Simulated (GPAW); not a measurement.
# Ta2NS2 MXene monolayer: simulated STM images, part 2 of 2

Aim: Tersoff-Hamann images of Ta2NS2 MXene monolayer at several biases.

GPAW 26.7.0; GPAW, PAW setups; layer in a repeated cell with vacuum, relaxation of atoms and in-plane cell (the session's first sound run).

So far. Step 2 (Relaxing the atoms): The relaxation lowered the energy of the cell by 0.846 eV (energies extrapolated to zero smearing; the optimiser's log prints free energies). The largest force left on a free atom is 0.0013 eV/Å.

## Step 3: The slab's potential

With the geometry fixed, the planar mean of the potential gives the vacuum level on each side.

This step: GPAW, PAW setups; slab in vacuum (GPAW 26.7.0).

The cell differs from the one that the last finished run ended in (c 24.144 → 23.480 Å).

Contents of run.py:

```python
import json
import numpy as np
from ase import Atoms
from ase.dft.stm import STM
from gpaw import GPAW, PW

slab = Atoms(
    ['S', 'Ta', 'N', 'Ta', 'S'],
    positions=[
        [-0.00000, 1.90289, 9.00000],
        [1.64795, 0.95144, 10.59492],
        [-0.00000, -0.00000, 11.74018],
        [-0.00000, 1.90289, 12.88544],
        [1.64795, 0.95144, 14.48036]],
    cell=[[3.29589, -0.0, 0.0], [-1.64795, 2.85433, 0.0], [0.0, 0.0, 23.4804]],
    pbc=[True, True, False])

slab.calc = GPAW(mode=PW(500), xc='PBE', kpts={'size': (12, 12, 1), 'gamma': True},
                 occupations={'name': 'fermi-dirac', 'width': 0.05}, nbands='160%',
                 convergence={'density': 1e-05}, maxiter=200,
                 poissonsolver={'dipolelayer': 'xy'},
                 symmetry={'tolerance': 1e-3}, txt='slab.txt')
result = {}
energy = slab.get_potential_energy()
fermi = slab.calc.get_fermi_level()
v = slab.calc.get_electrostatic_potential().mean((0, 1)) - fermi
n = slab.calc.get_pseudo_density().mean((0, 1))
L = slab.cell[2, 2]
z = np.arange(len(v)) * L / len(v)
low, high = slab.positions[:, 2].min(), slab.positions[:, 2].max()
below, above = np.interp([low - 6.8, high + 6.8], z, v)
slopes = [np.interp(x, z, np.gradient(v, z)) for x in (low - 6.8, high + 6.8)]
eps = np.array([[slab.calc.get_eigenvalues(k, s) for k in range(len(slab.calc.get_ibz_k_points()))]
                for s in range(slab.calc.get_number_of_spins())]) - fermi
top, bottom = eps[eps < 0].max(), eps[eps > 0].min()
dipole = slab.get_dipole_moment()[2]
print(f'energy {energy:.4f} eV, Fermi level {fermi:.4f} eV, dipole {dipole:.5f} e A')
print(f'potential 6.8 A off the faces, from the Fermi level: lower {below:.4f} eV, upper {above:.4f} eV')
print(f'slope of the potential there: lower {slopes[0]:.5f}, upper {slopes[1]:.5f} eV/A')
print(f'nearest levels on the mesh: {top:.4f} and {bottom:.4f} eV')
print('magnetic moment', round(slab.get_magnetic_moment(), 3))
result.update(energy=energy, fermi=fermi, dipole=dipole, below=below, above=above, slopes=slopes, edges=[top, bottom],
              z=z.tolist(), v=v.tolist(), n=n.tolist(), positions=slab.positions.tolist(),
              forces=slab.get_forces(apply_constraint=False).tolist(), moments=slab.get_magnetic_moments().tolist())

# Images need the states of the whole zone, up to time reversal
slab.calc = slab.calc.fixed_density(symmetry={'point_group': False}, txt='states.txt', nbands='280%',
                                    convergence={'bands': 'CBM+2.3'})
stm = STM(slab)
result['stm'] = []
for bias in [-1.5, 2.0]:
    height = high + 3.0
    current = stm.get_averaged_current(bias, height)
    x, y, h = stm.scan(bias, current)
    i, f = divmod(height / L * stm.ldos.shape[2], 1)
    I = abs((1 - f) * stm.ldos[:, :, int(i)] + f * stm.ldos[:, :, int(i) + 1])
    print(f'bias {bias} V: mean current at 3.0 A {current:.4e}, corrugation {np.ptp(h):.4f} A')
    result['stm'].append(dict(bias=bias, current=current, h=(h - high).tolist(), I=I.tolist()))
json.dump(result, open('result.json', 'w'))
```

Command:

```sh
> OMP_NUM_THREADS=1 OPENBLAS_NUM_THREADS=1 python run.py
```

The log of the run:

```text
energy -40.9358 eV, Fermi level 0.3008 eV, dipole -0.00069 e A
potential 6.8 A off the faces, from the Fermi level: lower 5.0612 eV, upper 5.0736 eV
slope of the potential there: lower -0.00019, upper 0.00019 eV/A
nearest levels on the mesh: -0.0318 and 0.1484 eV
magnetic moment 0.0
bias -1.5 V: mean current at 3.0 A 1.9779e-05, corrugation 0.3789 A
bias 2.0 V: mean current at 3.0 A 9.7944e-05, corrugation 0.2097 A
```

Run time: 8.6 min. Hardware: 1 thread of Arm Neoverse V1, shared host; peak memory 0.85 GiB.

Numbers from this step:

```
dipole along the normal                    : -6.91e-4 e·Å
levels nearest the Fermi level on the mesh : -0.03182, 0.1484 eV from the Fermi level
upper work function                        : 5.074 eV
lower work function                        : 5.061 eV
corrugation -1.5                           : 0.3789 Å
corrugation 2                              : 0.2097 Å
```

The electrostatic potential energy of an electron (without an applied field's), less the Fermi level, planar mean by z:

```
z (Å)  electrostatic potential energy of an electron (without an applied field's), less the Fermi level, planar mean (eV)
  0.0                                                                                                                5.07
  0.5                                                                                                                5.06
  1.0                                                                                                                5.06
  1.5                                                                                                                5.06
  2.0                                                                                                                5.06
  2.5                                                                                                                5.06
  3.0                                                                                                                5.06
  3.5                                                                                                                5.06
  4.0                                                                                                                5.06
  4.5                                                                                                                5.06
  5.0                                                                                                                5.06
  5.5                                                                                                                5.06
  6.0                                                                                                                5.06
  6.5                                                                                                                5.04
  7.0                                                                                                                4.98
  7.5                                                                                                                4.66
  8.0                                                                                                                3.07
  8.5                                                                                                               -4.13
  9.0                                                                                                               -17.6
  9.5                                                                                                               -7.62
 10.0                                                                                                               -10.2
 10.5                                                                                                               -21.8
 11.0                                                                                                               -15.7
 11.5                                                                                                               -11.6
 12.0                                                                                                               -11.3
 12.5                                                                                                               -16.2
 13.0                                                                                                               -21.5
 13.5                                                                                                               -9.71
 14.0                                                                                                               -7.89
 14.5                                                                                                               -17.4
 15.0                                                                                                               -3.62
 15.5                                                                                                                3.21
 16.0                                                                                                                4.70
 16.5                                                                                                                5.00
 17.0                                                                                                                5.06
 17.5                                                                                                                5.07
 18.0                                                                                                                5.07
 18.5                                                                                                                5.07
 19.0                                                                                                                5.07
 19.5                                                                                                                5.07
 20.0                                                                                                                5.07
 20.5                                                                                                                5.07
 21.0                                                                                                                5.07
 21.5                                                                                                                5.07
 22.0                                                                                                                5.07
 22.5                                                                                                                5.07
 23.0                                                                                                                5.07
```

Table of pseudo valence density, planar mean by z:

```
z (Å)  pseudo valence density, planar mean (e/Å³)
  5.5                                      4.1e-5
  6.0                                      1.9e-4
  6.5                                      9.5e-4
  7.0                                     0.00468
  7.5                                      0.0230
  8.0                                       0.112
  8.5                                       0.333
  9.0                                       0.381
  9.5                                       0.471
 10.0                                       0.542
 10.5                                        1.19
 11.0                                       0.829
 11.5                                       0.699
 12.0                                       0.696
 12.5                                       0.854
 13.0                                        1.17
 13.5                                       0.524
 14.0                                       0.473
 14.5                                       0.381
 15.0                                       0.326
 15.5                                       0.106
 16.0                                      0.0219
 16.5                                     0.00434
 17.0                                      8.9e-4
 17.5                                      1.8e-4
 18.0                                      3.8e-5
```

Tip height over the top atom over a1 and a2. Sample bias -1.5 V, constant current at the mean current 3.0 Å over the top atom.

Values in Å, 12 rows by 16 columns, each cell a mean:
```
2.94 2.94 2.94 2.95 2.95 2.95 2.95 2.95 2.95 2.96 2.95 2.95 2.95 2.94 2.94 2.94
2.95 2.94 2.93 2.92 2.91 2.90 2.89 2.89 2.90 2.91 2.92 2.93 2.94 2.95 2.95 2.96
2.97 2.95 2.92 2.89 2.85 2.83 2.82 2.83 2.86 2.89 2.93 2.95 2.97 2.99 2.99 2.99
2.99 2.96 2.91 2.86 2.82 2.80 2.80 2.82 2.88 2.92 2.97 3.00 3.02 3.03 3.03 3.02
3.01 2.96 2.91 2.85 2.82 2.81 2.83 2.88 2.94 2.99 3.04 3.07 3.09 3.09 3.08 3.05
3.01 2.96 2.91 2.86 2.84 2.86 2.90 2.95 3.01 3.06 3.09 3.11 3.12 3.12 3.10 3.07
3.01 2.96 2.92 2.89 2.90 2.93 2.97 3.03 3.08 3.12 3.14 3.15 3.15 3.14 3.11 3.07
3.00 2.96 2.93 2.92 2.94 2.98 3.02 3.07 3.12 3.14 3.16 3.16 3.15 3.13 3.10 3.06
2.98 2.95 2.94 2.95 2.98 3.02 3.07 3.10 3.13 3.15 3.16 3.15 3.13 3.11 3.07 3.02
2.96 2.94 2.94 2.96 2.99 3.03 3.08 3.10 3.12 3.14 3.13 3.12 3.10 3.07 3.03 2.99
2.94 2.94 2.95 2.97 3.00 3.03 3.06 3.08 3.09 3.09 3.08 3.07 3.04 3.01 2.98 2.96
2.94 2.94 2.95 2.96 2.98 3.00 3.02 3.03 3.04 3.03 3.02 3.01 2.99 2.97 2.95 2.94
```
Columns: a1 from 0 to 0.944; rows upwards: a2 from 0 to 0.944.

Local density of states summed over the bias window over a1 and a2. Sample bias -1.5 V, constant height 3.0 Å over the top atom.

Ten even steps from '_' (1.22 × 1e-5 arbitrary) to '@' (3.18 × 1e-5 arbitrary):
```
::::::::::::::::::::::::::::::::::::
::::::::::::::......::::::::::::::::
::::::....................::::::::::
--::::....__________....::::--------
--::::..____________..::::----====--
--::::..__________..::::--====++====
==::....________....::====++****++==
==::....______....::==++**######**++
==::....____....::==++**##%%%%##**++
==::::......::::==++##%%%%@@%%%%##++
==::::....::::==++**%%@@@@@@@@%%**++
--::::..::::--==**##%%@@@@@@%%##**==
--::::::::--==++##%%@@@@@@@@%%##++==
--::::::----==**##%%%%@@%%%%##**==--
::::::::--==++**####%%%%####**++==--
::::::::--====++****##****++====--::
::::::::----====++++++++====----::::
::::::::------==========------::::::
```
Columns: a1 from 0 to 0.944; rows upwards: a2 from 0 to 0.944.

Tip height over the top atom over a1 and a2. Sample bias 2 V, constant current at the mean current 3.0 Å over the top atom.

Values in Å, 12 rows by 16 columns, each cell a mean:
```
2.97 2.97 2.97 2.97 2.97 2.97 2.97 2.97 2.97 2.97 2.97 2.97 2.97 2.97 2.97 2.97
2.97 2.97 2.96 2.96 2.96 2.95 2.94 2.94 2.95 2.95 2.96 2.96 2.97 2.97 2.97 2.97
2.98 2.97 2.96 2.95 2.93 2.92 2.91 2.92 2.93 2.95 2.96 2.97 2.98 2.99 2.99 2.99
2.99 2.97 2.95 2.94 2.92 2.91 2.91 2.92 2.94 2.96 2.98 2.99 3.01 3.02 3.02 3.01
3.00 2.97 2.95 2.93 2.91 2.91 2.92 2.94 2.97 2.99 3.02 3.04 3.06 3.06 3.05 3.03
3.00 2.97 2.95 2.93 2.93 2.93 2.95 2.97 3.00 3.03 3.06 3.08 3.08 3.08 3.07 3.04
3.00 2.97 2.96 2.95 2.95 2.96 2.98 3.01 3.05 3.08 3.09 3.10 3.10 3.09 3.07 3.04
2.99 2.97 2.96 2.96 2.97 2.98 3.01 3.05 3.08 3.10 3.11 3.11 3.10 3.09 3.06 3.03
2.98 2.97 2.97 2.97 2.98 3.01 3.04 3.07 3.09 3.10 3.11 3.10 3.09 3.07 3.04 3.01
2.97 2.97 2.97 2.98 2.99 3.02 3.05 3.07 3.08 3.09 3.09 3.08 3.07 3.05 3.02 2.99
2.97 2.97 2.97 2.98 3.00 3.02 3.04 3.05 3.06 3.06 3.05 3.04 3.02 3.01 2.99 2.98
2.96 2.97 2.97 2.98 2.99 3.00 3.01 3.02 3.02 3.02 3.01 3.00 2.99 2.98 2.97 2.97
```
Columns: a1 from 0 to 0.944; rows upwards: a2 from 0 to 0.944.

Local density of states summed over the bias window over a1 and a2. Sample bias 2 V, constant height 3.0 Å over the top atom.

Values in units of 1e-4 arbitrary, 12 rows by 16 columns, each cell a mean:
```
0.9 0.9 0.9 0.9 0.9 0.9 0.9 0.9 0.9 0.9 0.9 0.9 0.9 0.9 0.9 0.9
0.9 0.9 0.9 0.9 0.9 0.9 0.9 0.9 0.9 0.9 0.9 0.9 0.9 0.9 0.9 0.9
0.9 0.9 0.9 0.9 0.9 0.8 0.8 0.8 0.9 0.9 0.9 0.9 0.9 1.0 1.0 1.0
1.0 0.9 0.9 0.9 0.8 0.8 0.8 0.8 0.9 0.9 0.9 1.0 1.0 1.0 1.0 1.0
1.0 0.9 0.9 0.9 0.8 0.8 0.8 0.9 0.9 1.0 1.0 1.1 1.1 1.1 1.1 1.0
1.0 0.9 0.9 0.9 0.9 0.9 0.9 0.9 1.0 1.0 1.1 1.1 1.2 1.2 1.1 1.1
1.0 0.9 0.9 0.9 0.9 0.9 0.9 1.0 1.1 1.1 1.2 1.2 1.2 1.2 1.1 1.1
1.0 0.9 0.9 0.9 0.9 0.9 1.0 1.1 1.1 1.2 1.2 1.2 1.2 1.2 1.1 1.0
0.9 0.9 0.9 0.9 0.9 1.0 1.1 1.1 1.2 1.2 1.2 1.2 1.2 1.1 1.1 1.0
0.9 0.9 0.9 0.9 1.0 1.0 1.1 1.1 1.2 1.2 1.2 1.2 1.1 1.1 1.0 1.0
0.9 0.9 0.9 0.9 1.0 1.0 1.0 1.1 1.1 1.1 1.1 1.1 1.0 1.0 1.0 0.9
0.9 0.9 0.9 0.9 1.0 1.0 1.0 1.0 1.0 1.0 1.0 1.0 1.0 0.9 0.9 0.9
```
Columns: a1 from 0 to 0.944; rows upwards: a2 from 0 to 0.944.

The potential is flat to 1.9e-4 eV/Å where it is read, so the vacuum is wide enough.

## Step 4: A changed run

One more run, with changed settings.

run.py, as its differences from that of step 3:

```diff
@@ -3,3 +3,2 @@
 from ase import Atoms
-from ase.dft.stm import STM
 from gpaw import GPAW, PW
@@ -18,4 +17,4 @@
 slab.calc = GPAW(mode=PW(500), xc='PBE', kpts={'size': (12, 12, 1), 'gamma': True},
-                 occupations={'name': 'fermi-dirac', 'width': 0.05}, nbands='160%',
-                 convergence={'density': 1e-05}, maxiter=200,
+                 occupations={'name': 'fermi-dirac', 'width': 2.0}, nbands='160%',
+                 convergence={'density': 1e-05}, maxiter=50,
                  poissonsolver={'dipolelayer': 'xy'},
@@ -44,16 +43,2 @@
               forces=slab.get_forces(apply_constraint=False).tolist(), moments=slab.get_magnetic_moments().tolist())
-
-# Images need the states of the whole zone, up to time reversal
-slab.calc = slab.calc.fixed_density(symmetry={'point_group': False}, txt='states.txt', nbands='280%',
-                                    convergence={'bands': 'CBM+2.3'})
-stm = STM(slab)
-result['stm'] = []
-for bias in [-1.5, 2.0]:
-    height = high + 3.0
-    current = stm.get_averaged_current(bias, height)
-    x, y, h = stm.scan(bias, current)
-    i, f = divmod(height / L * stm.ldos.shape[2], 1)
-    I = abs((1 - f) * stm.ldos[:, :, int(i)] + f * stm.ldos[:, :, int(i) + 1])
-    print(f'bias {bias} V: mean current at 3.0 A {current:.4e}, corrugation {np.ptp(h):.4f} A')
-    result['stm'].append(dict(bias=bias, current=current, h=(h - high).tolist(), I=I.tolist()))
 json.dump(result, open('result.json', 'w'))
```

The log of the run:

```text
gpaw.KohnShamConvergenceError
```

Run time: 6.2 min. Hardware: 1 thread; peak memory 0.28 GiB.

No converged result was reached; the numbers in the log don't describe the system.

The fault put into the input: a smearing of electronvolts, under a cap of 50 iterations, which ended the run (width = 2.0).

## Step 5: What came out

```json
{
 "work function, upper and lower face": "5.074 and 5.061 eV",
 "dipole along the normal": "-6.9e-4 e Å",
 "corrugation at -1.5 V": "0.379 Å",
 "corrugation at 2 V": "0.210 Å"
}
```

**Reading.** The corrugation at constant current is largest at -1.5 V, where the tip height varies by 0.38 Å over the cell. Negative sample bias images filled states, positive bias empty ones. The images are of Tersoff-Hamann type: an s-wave tip, no tip-sample forces, heights closer than in a microscope. The starting lattice was a guess from atomic radii; the relaxation moved it by 4 %. The small printed dipole stands for a step of 13 meV from the lower to the upper face, and the probes find 12 meV; values this small are near the numerical noise of both. The cell holds an odd number of electrons, so without spin polarisation it must come out metallic and without a moment, whatever its true state. The layer's cell and atoms come from the relaxation; spin-orbit coupling and temperature are left out.

[Logs are printed without paths, hosts, clocks, repeated set-up lines and the standing remarks that a program may print on its own settings, such as how far it seeks lower states.]

[Hosts, paths, dates, database ids (printed as entryN), source tags and the programs' standing remarks are cut or masked in the printed files.]
